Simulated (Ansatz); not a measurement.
# SrMn2: relaxing a made-up structure, part 2 of 2

Starting from a made-up structure for SrMn2, the aim is the relaxed cell, its shortest contacts and, where a second run follows, its electronic structure.

Ansatz 0.2.0; DFT, PBE, plane-wave PAW, files of the set soft_1, scalar-relativistic, ferromagnetic start, cell and ions relaxed at zero pressure; PAW set soft_1 (the session's first sound run).

So far: Set-up; Relaxing cell and atoms. The relaxed cell has a = 3.520, c = 11.625 Å (conventional setting).

In doubt: warnings of the run leave room for a lower electronic state, so energies may not be the lowest and differences between runs may mislead.

### 3. Bands of the relaxed cell

A second self-consistent run takes a narrower smearing and the mesh shown in its input; the bands follow along the standard path of the relaxed lattice.

This step: DFT, PBE, plane-wave PAW, files of the set soft_1, scalar-relativistic, ferromagnetic start, bands and density of states at the relaxed cell; PAW set soft_1 (Ansatz 0.2.0).

The input, input.yaml:

```yaml
crystal:
  lattice:
    - [-1.7601160526, 1.7601160526, 5.812252434]
    - [1.7601160526, -1.7601160526, 5.812252434]
    - [1.7601160526, 1.7601160526, -5.812252434]
  atoms:
    - { symbol: Sr, position: [0.5, 0.5, 0.0] }
    - { symbol: Mn, position: [0.1994952625, 0.1994952625, 0.0], spin: 3.8 }
    - { symbol: Mn, position: [0.8005047375, 0.8005047375, 0.0], spin: 3.8 }
magnetization:
  spin_polarized: true
kpoints:
  mp_grid: { grid: [12, 12, 12] }
  band_path:
    path:
      - [[0.0, 0.0, 0.0], [-0.5, 0.5, 0.0], [-0.5, 0.5, -0.04585257], [-0.27292628, 0.27292628, -0.27292628], [0.0, 0.0, 0.0], [0.5, 0.5, -0.5], [0.27292628, 0.72707372, -0.72707372], [0.0, 0.5, -0.5], [-0.25, 0.75, -0.25], [0.04585257, 0.95414743, -0.5], [0.5, 0.5, -0.5]]
      - [[-0.5, 0.5, 0.0], [-0.25, 0.75, -0.25]]
    npoints: 7
scf:
  occupations: { method: fermi_dirac, width: 0.03 }
  n_extra_bands: 11
hamiltonian:
  xc: pbe
  pseudopotentials: { kind: paw, azcp: { folder: soft_1 } }
output:
  forces: true
  stress: true
  write_bands: true
  dos: { projected: true }
  write_density: true
  write_potential: true
  elf: true
  volumetric_format: npy
```

On the command line:

```
$ ansatz run input.yaml --threads 4 --pin off --max-ram 10240MiB --backend cpu --events-out ev --progress --plain --runs-dir out
```

Numbers of over 12 decimals in the logs are rounded to 6 here.

Log:

```text
[...]
Crystal: 3 atoms, lattice volume = 72.026 Å³
Basis set: ecut = 420 eV, 1419 PW (Γ), FFT grids on a1−a2, a2, a1+a3, exchange–correlation on 72×90×48 points (8 copies of the dense FFT grid, shifted against one another)
Bands: 31, of which v1, the nominal top of the filled ones, is band 20 counted from 1 (19 counted from 0)
Symmetry: 16 space group operations
[...]
k-points: 163 of 1728
[...]
Starting moments: Σ|m| = 7.6 μB on 2 of 3 sites
[...]
SCF iter   1: F=—  HF=-11339.624478 eV  |F-HF|=—  |Δ(HF+E_count)|=         —  Δρ=3.75e-2 (↑7.43e-3 ↓3.75e-2)  dr2=1.79e0  dr2_m=2.49e-1  M=8.080 μB ∫|m|=8.317 μB  β_m=0.30  ethr=3.10e-3  ⟨swp⟩=8.0  Hψ=53972  notcnv=0
[...]
SCF iter  11: F=-11339.729094 eV  HF=-11339.729094 eV  |F-HF|=2.70e-8  |Δ(HF+E_count)|=   6.42e-9  Δρ=3.16e-6 (↑2.65e-6 ↓3.16e-6)  dr2=3.05e-8  dr2_m=3.37e-10  M=7.842 μB ∫|m|=8.211 μB  ethr=2.50e-10  ⟨swp⟩=14.9  Hψ=60919  notcnv=0
SCF 1 converged in 11 iterations: F = -11339.729094 eV  dr2 = 3.05e-8
[...]
NSCF: frozen V_eff on 79 k-points
SCF converged after 11 iterations
Magnetization: 7.8425 μB (23.9212 up, 16.0788 down)
Absolute magnetization: 8.2102 μB (∫|ρ↑−ρ↓|, with the PAW one-centre terms)
[...]
Per-site moments (μB) at R_I (Å): [(-0.061306, 1.403345), (3.818820, 1.135292), (3.818820, 1.135292)]
Free energy (F): -11339.729094 eV
[...]
Internal energy: -11339.717749 eV  (E = F + TS)
E sigma→0 (E₀):  -11339.723421 eV
Entropy (-TS):   -0.011345 eV (-3.782 meV/atom)
Fermi energy:    9.715442 eV
[...]
--- Forces (eV/Å), atoms counted from 1 ---
  atom   1  Sr    -0.00000000    -0.00000000     0.00000000
  atom   2  Mn     0.00000000    -0.00000000    -0.02088774
  atom   3  Mn     0.00000000     0.00000000     0.02088774
  max |Σ_I F_I| component: 1.48e-31 eV/Å
--- Stress (GPa, compression-positive) ---
        0.316791       0.000000      -0.000000
        0.000000       0.316791      -0.000000
        0.000000       0.000000       0.075347
  P = ⅓ Tr σ = 0.2363 GPa (2.363 kbar)
--- Band table (eV; the first three rows and the last of 326) ---
  k-point 0 ↑: bands = [... 16 lower, 7.0833, 7.4937, 7.4937, 7.7745, 7.7745, 8.1040, 8.5909, 9.5048, ... 7 higher]
  k-point 1 ↑: bands = [... 16 lower, 7.1303, 7.4912, 7.5052, 7.6737, 7.8980, 8.1874, 8.5576, 9.5172, ... 7 higher]
  k-point 2 ↑: bands = [... 16 lower, 7.2822, 7.4406, 7.4878, 7.5209, 8.0764, 8.2862, 8.4716, 9.6710, ... 7 higher]
  k-point 162 ↓: bands = [... 16 lower, 10.5699, 11.0410, 11.0410, 11.0673, 11.0948, 11.0948, 11.5263, 11.5925, ... 7 higher]
```

Run time: 24 s. Hardware: 4 threads of Arm Neoverse V1, shared host; peak memory 0.75 GiB.

Numbers from this step:

```yaml
free_energy: -11339.7291 eV
energy_at_zero_smearing: -11339.7234 eV
smearing_term_ts: 0.01134 eV
fermi_energy: 9.715 eV
magnetization: 7.842 μB
absolute_magnetization: 8.210 μB
site_moments: -0.06131, 3.819, 3.819 μB
pressure: 0.2363 GPa
```

bands.tsv at the labelled points (eV, zero at the Fermi level; the bands that come nearest the Fermi level along the path):

| point | band_22_up | band_23_up | band_24_up | band_14_dn | band_15_dn | band_16_dn | band_17_dn | band_18_dn |
| --- | --- | --- | --- | --- | --- | --- | --- | --- |
| Γ | -1.12 | -0.21 | 0.13 | -0.82 | -0.77 | 0.84 | 0.96 | 1.33 |
| X | -0.42 | -0.42 | 0.51 | -0.42 | -0.29 | -0.24 | 0.02 | 0.53 |
| Y | -0.63 | -0.40 | 0.61 | -0.40 | -0.21 | -0.13 | -0.01 | 0.44 |
| S | -1.21 | -0.89 | 0.22 | -1.17 | 0.14 | 0.35 | 0.39 | 0.53 |
| Γ | -1.12 | -0.21 | 0.13 | -0.82 | -0.77 | 0.84 | 0.96 | 1.33 |
| Z | -1.55 | -1.13 | 1.87 | -0.98 | -0.74 | 0.85 | 1.33 | 1.33 |
| S1 | -1.21 | -0.89 | 0.22 | -1.17 | 0.14 | 0.35 | 0.39 | 0.53 |
| N | -1.20 | -0.89 | 0.45 | -1.09 | 0.03 | 0.41 | 0.51 | 0.86 |
| P | -0.39 | -0.01 | -0.01 | -0.27 | -0.27 | -0.09 | 0.20 | 0.20 |
| Y1 | -0.63 | -0.40 | 0.61 | -0.40 | -0.21 | -0.13 | -0.01 | 0.44 |
| Z | -1.55 | -1.13 | 1.87 | -0.98 | -0.74 | 0.85 | 1.33 | 1.33 |
| X | -0.42 | -0.42 | 0.51 | -0.42 | -0.29 | -0.24 | 0.02 | 0.53 |
| P | -0.39 | -0.01 | -0.01 | -0.27 | -0.27 | -0.09 | 0.20 | 0.20 |

Spin density in the ac plane of the conventional cell at fractional y = 0.000, with atoms of Sr and Mn within 0.2 Å of it.

Values in e/Å³, 24 rows by 14 columns, each cell a mean:
```
0.0 0.0 0.0 0.0 0.0 0.0 0.0 0.0 0.0 0.0 0.0 0.0 0.0 0.0
0.0 0.0 0.0 0.0 0.0 0.0 0.0 0.0 0.0 0.0 0.0 0.0 0.0 0.0
0.2 0.1 0.1 0.1 0.0 0.0 0.0 0.0 0.0 0.0 0.0 0.1 0.1 0.1
1.7 1.2 0.5 0.2 0.1 0.0 0.0 0.0 0.0 0.0 0.1 0.3 0.7 1.4
6.6 4.0 1.3 0.3 0.1 0.0 0.0 0.0 0.0 0.0 0.2 0.5 2.1 5.1
2.8 1.8 0.7 0.2 0.1 0.0 0.0 0.0 0.0 0.0 0.1 0.3 1.1 2.2
0.2 0.2 0.1 0.0 0.0 0.0 0.0 0.0 0.0 0.0 0.0 0.1 0.1 0.2
0.0 0.0 0.0 0.0 0.0 0.0 0.0 0.0 0.0 0.0 0.0 0.0 0.0 0.0
0.0 0.0 0.0 0.0 0.0 0.0 0.0 0.0 0.0 0.0 0.0 0.0 0.0 0.0
0.0 0.0 0.0 0.0 0.0 0.0 0.0 0.0 0.0 0.0 0.0 0.0 0.0 0.0
0.0 0.0 0.0 0.0 0.0 0.0 0.0 0.0 0.0 0.0 0.0 0.0 0.0 0.0
0.0 0.0 0.0 0.0 0.0 0.0 0.0 0.0 0.0 0.0 0.0 0.0 0.0 0.0
0.0 0.0 0.0 0.0 0.0 0.0 0.0 0.0 0.0 0.0 0.0 0.0 0.0 0.0
0.0 0.0 0.0 0.0 0.0 0.0 0.0 0.0 0.0 0.0 0.0 0.0 0.0 0.0
0.0 0.0 0.0 0.0 0.0 0.0 0.0 0.0 0.0 0.0 0.0 0.0 0.0 0.0
0.0 0.0 0.0 0.0 0.0 0.0 0.0 0.0 0.0 0.0 0.0 0.0 0.0 0.0
0.0 0.0 0.0 0.0 0.0 0.0 0.0 0.0 0.0 0.0 0.0 0.0 0.0 0.0
0.6 0.4 0.2 0.1 0.0 0.0 0.0 0.0 0.0 0.0 0.0 0.1 0.3 0.5
4.9 3.0 1.0 0.3 0.1 0.0 0.0 0.0 0.0 0.0 0.1 0.4 1.6 3.7
5.2 3.3 1.1 0.3 0.1 0.0 0.0 0.0 0.0 0.0 0.1 0.5 1.8 4.1
0.7 0.5 0.3 0.1 0.1 0.0 0.0 0.0 0.0 0.0 0.1 0.2 0.4 0.6
0.1 0.1 0.1 0.0 0.0 0.0 0.0 0.0 0.0 0.0 0.0 0.0 0.1 0.1
0.0 0.0 0.0 0.0 0.0 0.0 0.0 0.0 0.0 0.0 0.0 0.0 0.0 0.0
0.0 0.0 0.0 0.0 0.0 0.0 0.0 0.0 0.0 0.0 0.0 0.0 0.0 0.0
```
Columns run along a (3.5 Å), rows up along c (11.6 Å), edges of the conventional cell, whose origin can differ from the input's. Atoms in or near the plane, at fractional coordinates: Sr at (0.00, 0.50), Mn at (0.00, 0.20), Mn at (0.00, 0.80).

ELF in the ac plane of the conventional cell at fractional y = 0.000, with atoms of Sr and Mn within 0.2 Å of it. It is the smooth field of the valence electrons, not physical close to the nuclei.

Ten even steps from '_' (0.05) to '@' (0.83), each cell a mean:
```
####++--..________..::==**##
++++++==--::......::--==++++
::::::::--------------::::::
**++--::::--==++==::::::==++
%%##++--..--==++==::::--**%%
**++--::::--++++++--..::==**
::::::::--==++++++==--::::::
::::--====++++++++++==----::
......::--====++====--::....
====::......::--::......--==
@@@@%%**::________..==##@@@@
::++@@@@**..______::##@@%%==
++##@@@@++..______::**@@@@**
@@%%##==..__....____::++##%%
::::......::------::......::
::::::--====++++++====--::::
::::::--==++++++++++==--::::
==--::::::==++++++==::..::--
%%##==::::--++++==::::--++##
%%##++::..--==++==::::--**##
==--::::::--======--::::--==
----------------------------
****++==::....__..::--==****
####++--..__________::==**##
```
Columns run along a (3.5 Å), rows up along c (11.6 Å), edges of the conventional cell, whose origin can differ from the input's. Atoms in or near the plane, at fractional coordinates: Sr at (0.00, 0.50), Mn at (0.00, 0.20), Mn at (0.00, 0.80).

Electrostatic potential energy in the ac plane of the conventional cell at fractional y = 0.000, with atoms of Sr and Mn within 0.2 Å of it. With pseudopotentials it is smooth inside the atoms' cores, unlike the true potential.

Ten even steps from '0' (-73 eV) to '9' (13 eV), each cell a mean:
```
99999999999999
99999999999999
88999999999998
34689999999753
00369999998520
23579999998742
78899999999987
99999999999999
99999999999999
88999999999988
23688999998753
00168999987400
00268999988510
56789999999876
99999999999999
99999999999999
99999999999999
56799999999876
01479999998631
01479999998621
56789999999875
99999999999999
99999999999999
99999999999999
```
Columns run along a (3.5 Å; values clipped at the 3rd and 97th percentile), rows up along c (11.6 Å), edges of the conventional cell, whose origin can differ from the input's. Atoms in or near the plane, at fractional coordinates: Sr at (0.00, 0.50), Mn at (0.00, 0.20), Mn at (0.00, 0.80).

### 4. Outcome

* space group, relaxed: I4/mmm
* conventional cell: a = 3.520, b = 3.520, c = 11.625 Å; α = 90.0°, β = 90.0°, γ = 90.0°
* volume per atom: 24.01 Å³ (guess 24.56)
* total moment: 7.78 μB in the cell of 3 atoms

In words: SrMn2 relaxes to I4/mmm with a = 3.520, b = 3.520 and c = 11.625 Å. The guessed volume was 2 % too large. The space group I4/mmm was held in the relaxation, so the end point is a stationary structure within it and may be a saddle against distortions or other arrangements. The input starts from parallel moments, and no other start was typed. The electronic state may lie above the lowest one. Bands cross the Fermi level, so it is a metal or semimetal at this level. On the 12×12×12 mesh with the narrower smearing (relaxed on 11×11×11) the largest force component is 0.021 eV/Å and the largest stress component is 0.317 GPa, against the relaxation's thresholds of 0.015 eV/Å and 0.05 GPa. The cutoff wasn't tested. No dispersion term is used, so weakly bound directions may come out too long. The program estimates, without running it, that another magnetic order lies lower than the one relaxed here. Nothing here tests whether the compound is stable against decomposition.

[Logs are printed without paths, hosts, clocks, repeated set-up lines and the standing remarks that a program may print on its own settings, such as how far it seeks lower states.]

[Hosts, paths, dates, database ids (printed as entryN), source tags and the programs' standing remarks are cut or masked in the printed files.]
